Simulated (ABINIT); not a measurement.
# CdGeAs2 (I-42d): a GW run with a negative gap

Aim: the G0W0 gap of CdGeAs2 (I-42d).

Calculated with ABINIT 10.8.3; PBE and many-body steps on it, plane waves.

## Step 1: Set-up

It takes space group I-42d (No. 122, tetragonal). Conventional cell: a = 5.943 Å, b = 5.943 Å, c = 11.215 Å, α = 90.00°, β = 90.00°, γ = 90.00°. Cd has 4 As at 2.62 Å nearest. Nearest to Ge lie 4 As at 2.44 Å. Nearest to As lie 2 Ge at 2.44 Å and 2 Cd at 2.62 Å. Farther neighbours are not listed.

 The runs that relaxed it are not among those shown.

## Step 2: Ground state

This step: ABINIT 10.8.3; DFT, PBE, plane waves, norm-conserving pseudopotentials.

The ground-state density comes first.

run.abi reads:

```
acell 3*1.0 Angstrom
rprim 
  -2.971550000000 2.971550000000 5.607300000000
  2.971550000000 -2.971550000000 5.607300000000
  2.971550000000 2.971550000000 -5.607300000000
ntypat 3
znucl 48 32 33
natom 8
typat 1 1 2 2 3 3 3 3
xred 
  0.250000000000 0.750000000000 0.500000000000
  0.500000000000 0.500000000000 -0.000000000000
  0.000000000000 -0.000000000000 -0.000000000000
  0.750000000000 0.250000000000 0.500000000000
  0.875000000000 0.348848385559 0.973848385559
  0.651151614441 0.625000000000 0.526151614441
  0.375000000000 0.901151614441 0.026151614441
  0.098848385559 0.125000000000 0.473848385559
pp_dirpath "pseudos"
pseudos "Cd.upf, Ge.upf, As.upf"
ecut 56
ngkpt 4 4 4
nshiftk 1
shiftk 0 0 0
kptopt 1
chksymbreak 0
nband 96
occopt 1
tolvrs 1e-08
nstep 60
prtwf 0
optforces 0
optstress 0
indata_prefix "in"
outdata_prefix "out"
tmpdata_prefix "tmp"
```

Launch:

```console
$ OMP_NUM_THREADS=1 mpirun -n 13 abinit run.abi > log
```

Numbers of over 12 decimals in the logs are rounded to 6 here.

The program printed:

```text
.Version 10.8.3 of ABINIT. v10.8.2 released Aug 2026.

 Symmetries : space group I-4 2 d (#122); Bravais tI (body-center tetrag.)
================================================================================
 Values of the parameters that define the memory need of the present run
     intxc =       0    ionmov =       0      iscf =       7    lmnmax =       6
     lnmax =       6     mgfft =      90  mpssoang =       3    mqgrid =    3343
     natom =       8  nloc_mem =       1    nspden =       1   nspinor =       1
[...]
psp_core            :  2.42020883059570E+01
local_psp           : -2.40065466605380E+03
non_local_psp       : -4.33423215966695E+02
total_energy        : -2.13066840126115E+03
total_energy_eV     : -5.79784408288239E+04
band_energy         : -3.26985298360099E+02

== END DATASET(S) ==============================================================
================================================================================

 -outvars: echo values of variables after computation  --------
           etotal     -2.1306684013E+03
            nband          96
             nkpt          13
          spgroup         122
 [... the other variables as echoed above ...]

 Calculation completed.
```

Elapsed: 4.5 min, on 13 MPI ranks of Arm Neoverse V2, shared host; peak memory 3.6 GiB; 58 min of CPU time.

Numbers from this step:

```yaml
total_energy: -57978.4408 eV
gap: 0.2052 eV
k_of_the_valence_top: 0, 0, 0
k_of_the_conduction_bottom: 0, 0, 0
least_direct_gap: 0.2052 eV
```

The gap is direct, at Γ.

## Step 3: Bands along the symmetry lines

Levels along a band path, at the cheap level, show where the edges lie and whether the meshes to come will hold them.

run.abi: that of step 2 with these lines changed.

```diff
@@ -21,14 +21,45 @@
 ecut 56
-ngkpt 4 4 4
-nshiftk 1
-shiftk 0 0 0
-kptopt 1
-chksymbreak 0
-nband 96
-occopt 1
-tolvrs 1e-08
-nstep 60
+iscf -2
+irdden 1
+kptopt 0
+nkpt 31
+kpt 
+  0.00000000 0.00000000 0.00000000
+  0.00000000 0.00000000 0.16666667
+  0.00000000 0.00000000 0.33333333
+  0.00000000 0.00000000 0.50000000
+  0.08333333 0.08333333 0.41666667
+  0.16666667 0.16666667 0.33333333
+  0.25000000 0.25000000 0.25000000
+  0.16666667 0.33333333 0.16666667
+  0.08333333 0.41666667 0.08333333
+  0.00000000 0.50000000 0.00000000
+  0.00000000 0.33333333 0.00000000
+  0.00000000 0.16666667 0.00000000
+  0.00000000 0.00000000 0.00000000
+  0.16666667 0.16666667 -0.16666667
+  0.33333333 0.33333333 -0.33333333
+  0.50000000 0.50000000 -0.50000000
+  0.44006997 0.55993003 -0.44006997
+  0.38013995 0.61986005 -0.38013995
+  0.32020992 0.67979008 -0.32020992
+  -0.32020992 0.32020992 0.32020992
+  -0.21347328 0.21347328 0.21347328
+  -0.10673664 0.10673664 0.10673664
+  0.00000000 0.00000000 0.00000000
+  0.00000000 0.00000000 0.50000000
+  -0.04680662 0.04680662 0.50000000
+  -0.09361323 0.09361323 0.50000000
+  -0.14041985 0.14041985 0.50000000
+  0.50000000 0.50000000 -0.14041985
+  0.50000000 0.50000000 -0.26027990
+  0.50000000 0.50000000 -0.38013995
+  0.50000000 0.50000000 -0.50000000
+istwfk *1
+nband 95
+nbdbuf 2
+tolwfr 1e-08
+nstep 40
 prtwf 0
-optforces 0
-optstress 0
+prtvol 0
 indata_prefix "in"
```

Launch:

```console
$ OMP_NUM_THREADS=1 mpirun -n 16 abinit run.abi > log
```

The program printed:

```text
.Version 10.8.3 of ABINIT. v10.8.2 released Aug 2026.

 Symmetries : space group I-4 2 d (#122); Bravais tI (body-center tetrag.)
[... echo of the input left out ...]
== DATASET  1 ==================================================================
-   mpi_nproc: 16, omp_nthreads: 1 (-1 if OMP is not activated)

--- !DatasetInfo
iteration_state: {dtset: 1, }
dimensions: {natom: 8, nkpt: 31, mband: 95, nsppol: 1, nspinor: 1, nspden: 1, mpw: 26796, }
cutoff_energies: {ecut:  56.0, pawecutdg:  -1.0, }
[...]
-0.07977   -0.07977   -0.07603   -0.07603   -0.04236   -0.04236    0.08890    0.08890
   0.09786    0.09786    0.13889    0.13889    0.15428    0.15428    0.18530    0.18530
   0.27435    0.27435    0.28348    0.28348    0.32225    0.32226    0.33944

== END DATASET(S) ==============================================================
================================================================================

 -outvars: echo values of variables after computation  --------
            nband          95
             nkpt          31
          spgroup         122
 [... the other variables as echoed above ...]

 Calculation completed.
```

Wall time 4.6 min (16 MPI ranks); peak memory 3.5 GiB.

Numbers from this step:

| Item | Value |
| --- | --- |
| gap | 0.2049 eV |
| k of the valence top | 0, 0.1667, 0 |
| k of the conduction bottom | 0, 0, 0 |
| least direct gap | 0.2052 eV |

The gap is 0.205 eV, as in the run before at this level.

## Step 4: Screening, 2×2×2 mesh, 219 bands, screening to 106.1 eV

The RPA dielectric matrix is built and inverted for each q.

This step: RPA screening on PBE, plane waves, norm-conserving pseudopotentials.

run.abi reads:

```
acell 3*1.0 Angstrom
rprim 
  -2.971550000000 2.971550000000 5.607300000000
  2.971550000000 -2.971550000000 5.607300000000
  2.971550000000 2.971550000000 -5.607300000000
ntypat 3
znucl 48 32 33
natom 8
typat 1 1 2 2 3 3 3 3
xred 
  0.250000000000 0.750000000000 0.500000000000
  0.500000000000 0.500000000000 -0.000000000000
  0.000000000000 -0.000000000000 -0.000000000000
  0.750000000000 0.250000000000 0.500000000000
  0.875000000000 0.348848385559 0.973848385559
  0.651151614441 0.625000000000 0.526151614441
  0.375000000000 0.901151614441 0.026151614441
  0.098848385559 0.125000000000 0.473848385559
pp_dirpath "pseudos"
pseudos "Cd.upf, Ge.upf, As.upf"
ecut 56
ngkpt 2 2 2
nshiftk 1
shiftk 0 0 0
kptopt 1
chksymbreak 0
istwfk *1
occopt 1
irdwfk 1
optdriver 3
nband 219
ecuteps 3.9
inclvkb 2
awtr 1
symchi 1
indata_prefix "in"
outdata_prefix "out"
tmpdata_prefix "tmp"
gwmem 10
```

Launch:

```console
$ OMP_NUM_THREADS=2 mpirun -n 8 abinit run.abi > log
```

The program printed:

```text
.Version 10.8.3 of ABINIT. v10.8.2 released Aug 2026.

 Symmetries : space group I-4 2 d (#122); Bravais tI (body-center tetrag.)
[... echo of the input left out ...]
== DATASET  1 ==================================================================
-   mpi_nproc: 8, omp_nthreads: 2 (-1 if OMP is not activated)

--- !DatasetInfo
iteration_state: {dtset: 1, }
dimensions: {natom: 8, nkpt: 4, mband: 219, nsppol: 1, nspinor: 1, nspden: 1, mpw: 26770, }
cutoff_energies: {ecut:  56.0, pawecutdg:  -1.0, }
[...]
--------------------------------------------------------------------------------
[... chi0 elements left out ...]
 For q-point:  0.000010 0.000020 0.000030
  dielectric constant = 156.7510
  dielectric constant without local fields = 188.9203

  Average fulfillment of the sum rule on Im[epsilon] for q-point    1 :     24.82  [%]
[... wings left out ...]
  q-point number  2        q = ( 0.500000, 0.000000, 0.000000) [r.l.u.]
--------------------------------------------------------------------------------
[... chi0 elements left out ...]
  Average fulfillment of the sum rule on Im[epsilon] for q-point    2 :     26.86  [%]

 [... 2 further q-points ...]
```

The job ended after 31 min (8 MPI ranks; peak memory 5.8 GiB; 4.6 h of CPU time).

Numbers from this step:

```
ε∞ with local fields, on this mesh, along the program's q direction : 156.8
the same without local fields                                       : 188.9
plasma frequency                                                    : 35.00 eV
plane waves in the screening matrix                                 : 477
```

Local fields lower ε∞ by 17 %. The value itself is an artefact of the mesh, where one narrow direct gap carries too much weight.

## Step 5: G0W0

The self-energy is evaluated for the states that the input lists, and the levels follow from it, in one-shot runs by the linearised quasiparticle equation.

This step: G0W0 on PBE, plane waves, norm-conserving pseudopotentials.

run.abi: that of step 4 with these lines changed.

```diff
@@ -29,8 +29,15 @@
 irdwfk 1
-optdriver 3
+optdriver 4
 nband 219
+gwcalctyp 0
+ecutsigx 56
+symsigma 1
+nkptgw 1
+kptgw 
+  0.0000000000 0.0000000000 0.0000000000
+bdgw 
+  86 90
 ecuteps 3.9
-inclvkb 2
-awtr 1
-symchi 1
+irdscr 1
+ppmodel 1
 indata_prefix "in"
@@ -38,2 +45,2 @@
 tmpdata_prefix "tmp"
-gwmem 10
+gwmem 00
```

Launch:

```console
$ OMP_NUM_THREADS=1 mpirun -n 16 abinit run.abi > log
```

The program printed:

```text
.Version 10.8.3 of ABINIT. v10.8.2 released Aug 2026.

 Symmetries : space group I-4 2 d (#122); Bravais tI (body-center tetrag.)
[... echo of the input left out ...]
== DATASET  1 ==================================================================
-   mpi_nproc: 16, omp_nthreads: 1 (-1 if OMP is not activated)

--- !DatasetInfo
iteration_state: {dtset: 1, }
dimensions: {natom: 8, nkpt: 4, mband: 219, nsppol: 1, nspinor: 1, nspden: 1, mpw: 26770, }
cutoff_energies: {ecut:  56.0, pawecutdg:  -1.0, }
electrons: {nelect:   1.76000000E+02, charge:   0.00000000E+00, occopt:   1.00000000E+00, tsmear:   1.00000000E-02, }

 SIGMA: Calculation of the GW corrections

 Based on a program developped by R.W. Godby, V. Olevano, G. Onida, and L. Reining.
 Incorporated in ABINIT by V. Olevano, G.-M. Rignanese, and M. Torrent.
.Using double precision arithmetic ; gwpc =  8

[... cell and pseudopotentials left out ...]
--------------------------------------------------------------------------------

 ==== K-mesh for the wavefunctions ====
 Number of points in the irreducible wedge :     4
[... list of points left out ...]
 Together with  8 symmetry operations and time-reversal symmetry
 yields     8 points in the full Brillouin Zone.

 ==== Q-mesh for screening function ====
 Number of points in the irreducible wedge :     4
[... list of points left out ...]
 Together with  8 symmetry operations and time-reversal symmetry
 yields     8 points in the full Brillouin Zone.

 vcoul_init : cutoff-mode = AUXILIARY_FUNCTION
 q-points for optical limit:   1
     1)      0.000010    0.000020    0.000030
 setmesh: FFT mesh size selected  =   180x  180x  180
          total number of points  =      5832000

 Number of electrons calculated from density =  176.0000; Expected =  176.0000
 average of density, n =  0.131685
 r_s =    1.2193
 omega_plasma =   35.0045 [eV]

 === KS Band Gaps ===
  >>>> For spin  1
   Minimum direct gap =   0.2053 [eV], located at k-point      :   0.0000  0.0000  0.0000
   Fundamental gap    =   0.2053 [eV], Top of valence bands at :   0.0000  0.0000  0.0000
                                       Bottom of conduction at :   0.0000  0.0000  0.0000
 SIGMA fundamental parameters:
 PLASMON POLE MODEL  1
 number of plane-waves for SigmaX                26723
 number of plane-waves for SigmaC and W            477
 number of plane-waves for wavefunctions         26723
 number of bands                                   219
 number of independent spin polarizations            1
 number of spinorial components                      1
 number of k-points in IBZ                           4
 number of q-points in IBZ                           4
 number of symmetry operations                       8
 number of k-points in BZ                            8
 number of q-points in BZ                            8
 number of frequencies for dSigma/dE                 9
 frequency step for dSigma/dE [eV]                0.25
 number of omega for Sigma on real axis              0
 max omega for Sigma on real axis  [eV]           0.00
 zcut for avoiding poles [eV]                     0.10

 EPSILON^-1 parameters (SCR file):
 dimension of the eps^-1 matrix on file            477
 dimension of the eps^-1 matrix used               477
 number of plane-waves for wavefunctions         26723
 number of bands                                   219
 number of q-points in IBZ                           4
 number of frequencies                               2
 number of real frequencies                          1
 number of imag frequencies                          1

 matrix elements of self-energy operator (all in [eV])

 Perturbative Calculation

--- !SelfEnergy_ee
iteration_state: {dtset: 1, }
kpoint     : [   0.000,    0.000,    0.000, ]
spin       : 1
KS_gap     :    0.205
QP_gap     :   -0.187
Delta_QP_KS:   -0.393
data: !SigmaeeData |
     Band     E0 <VxcDFT>   SigX SigC(E0)      Z dSigC/dE  Sig(E)    E-E0       E
       86   5.949 -14.233 -15.253   1.502   0.798  -0.253 -13.849   0.384   6.333
       87   5.949 -14.233 -15.253   1.502   0.798  -0.253 -13.849   0.384   6.333
       88   5.989 -14.116 -12.944  -0.155   0.802  -0.247 -13.300   0.816   6.805
       89   6.194 -14.151 -12.418  -1.201   0.796  -0.256 -13.727   0.423   6.617
       90   7.383 -10.018  -6.401  -3.238   0.812  -0.231  -9.711   0.308   7.690

== END DATASET(S) ==============================================================
================================================================================

 -outvars: echo values of variables after computation  --------
           etotal      0.0000000000E+00
            nband         219
             nkpt           4
          spgroup         122
 [... the other variables as echoed above ...]

 Calculation completed.
```

Run time: 50 s. Hardware: 16 MPI ranks; peak memory 20 GiB; 13 min of CPU time.

## Step 6: The gaps

| run | starting gap (eV) | gap (eV) |
| --- | --- | --- |
| G0W0 | 0.205 | -0.188 |

## Step 7: What came out

```json
{
 "outcome": "negative gap, no value to quote",
 "settings": "2×2×2 mesh, 219 bands, screening to 106.1 eV"
}
```

What this shows: The lowest empty level came out 0.19 eV under the highest filled one. A one-shot correction keeps the start's filling, so a negative gap says that the order of the edge states has changed or that the run is at fault; it is no gap of the crystal. No run here shows the cause. In the G0W0 run levels were corrected at 1 k point alone, so a gap called «on the mesh» is the least over those, and an edge elsewhere would be missed. The 2×2×2 mesh is coarse for this cell, which bears on the long-range parts of exchange and screening. The many-body steps are scalar-relativistic: spin-orbit coupling is not in them.

[Paths, hosts, dates, memory and timing lines, banners, echoed tables and standing remarks are left out of the program output.]

[Logs are printed without paths, hosts, clocks, repeated set-up lines and the standing remarks that a program may print on its own settings, such as how far it seeks lower states.]

[Runs of the session that timed out or met a known fault of the program may be left out.]

[Hosts, paths, dates, database ids (printed as entryN), source tags and the programs' standing remarks are cut or masked in the printed files.]

[G0W0 gaps are taken among the corrected bands and points alone; a level outside them can change the order at an edge.]

[Where Ansatz stands beside ABINIT at settings called matched, ABINIT's density can come from a denser mesh and the files from another edition; pairs whose starting gaps differed by over 0.03 eV were left out, so agreement reads better than it is.]
